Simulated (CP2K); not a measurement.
Consider 3-fluorocarbonylpyrrole at its PBE geometry (Å).

```xyz
12

O     2.7826    1.0182    0.2723
C     2.0594    0.0912    0.0178
F     2.6289   -1.1323   -0.3234
C     0.6151    0.0171    0.0000
C    -0.2200   -1.1100   -0.2841
C    -1.5239   -0.6850   -0.1681
N    -1.4979    0.6571    0.1776
C    -0.2146    1.1005    0.2823
H     0.1173   -2.1068   -0.5404
H    -2.4638   -1.2074   -0.2964
H    -2.3179    1.2348    0.3225
H     0.0347    2.1226    0.5398
```

Method: CP2K XAS_TDP, all-electron GAPW, PBEh(45%), aug-cc-pVDZ, TDA, GW2X-corrected core level, no relativity.

Where do the C K-edge lines lie, and how strong are they?

Leading lines: C2 290.45 eV, C4 287.50 eV, C5 287.70 eV, C6 288.48 eV and C8 287.69 eV. The leading line of an atom is its first one with 35 % of the strongest within 2.5 eV of its lowest line over the strength cut. Core ionisation energies at this level: C5 292.29, C6 293.06, C8 293.38, C2 297.19 and C4 292.18 eV.

The first six lines of each atom with a strength over 0.0015:

```tsv
atom	energy (eV)	states	strength, one atom	above the computed threshold
C2 (bonded to C, F and O)	290.45	1	0.0686	
	295.11	1	0.0381	
	295.85	1	0.0051	
	295.86	1	0.0066	
	296.39	1	0.0106	
	296.51	1	0.0036	
C4 (bonded to 3 C)	287.50	1	0.0193	
	290.01	1	0.0049	
	290.61	1	0.0329	
	291.71	1	0.0036	
	292.00	1	0.0024	
	292.23	1	0.0020	yes
C5 (bonded to 2 C and H)	287.70	1	0.0484	
	289.38	1	0.0017	
	290.38	1	0.0044	
	290.90	1	0.0051	
	291.63	1	0.0041	
	292.77	1	0.0044	yes
C6 (bonded to C, N and H)	288.48	1	0.0521	
	290.57	1	0.0108	
	291.53	1	0.0039	
	292.05	1	0.0019	
	292.32	1	0.0038	
	292.72	1	0.0035	
C8 (bonded to C, N and H)	287.69	1	0.0518	
	290.98	1	0.0093	
	292.06	1	0.0059	
	292.72	1	0.0031	
	292.77	1	0.0019	
	293.15	1	0.0016
```

Lines are vertical, at one geometry, with no vibrational structure. GW2X ionisation energies and lines can be off by 1 to 2 eV either way, and a good line position may hide errors that cancel. These values hold no scalar relativity, about 0.1 eV for C 1s. Rydberg lines, and the discretised continuum above threshold, depend on the basis and the box.

[Banner, clock and machine lines of the logs are left out without a mark of their own.]

[Logs are printed without paths, hosts, clocks, repeated set-up lines and the standing remarks that a program may print on its own settings, such as how far it seeks lower states.]

[Hosts, paths, dates, database ids (printed as entryN), source tags and the programs' standing remarks are cut or masked in the printed files.]
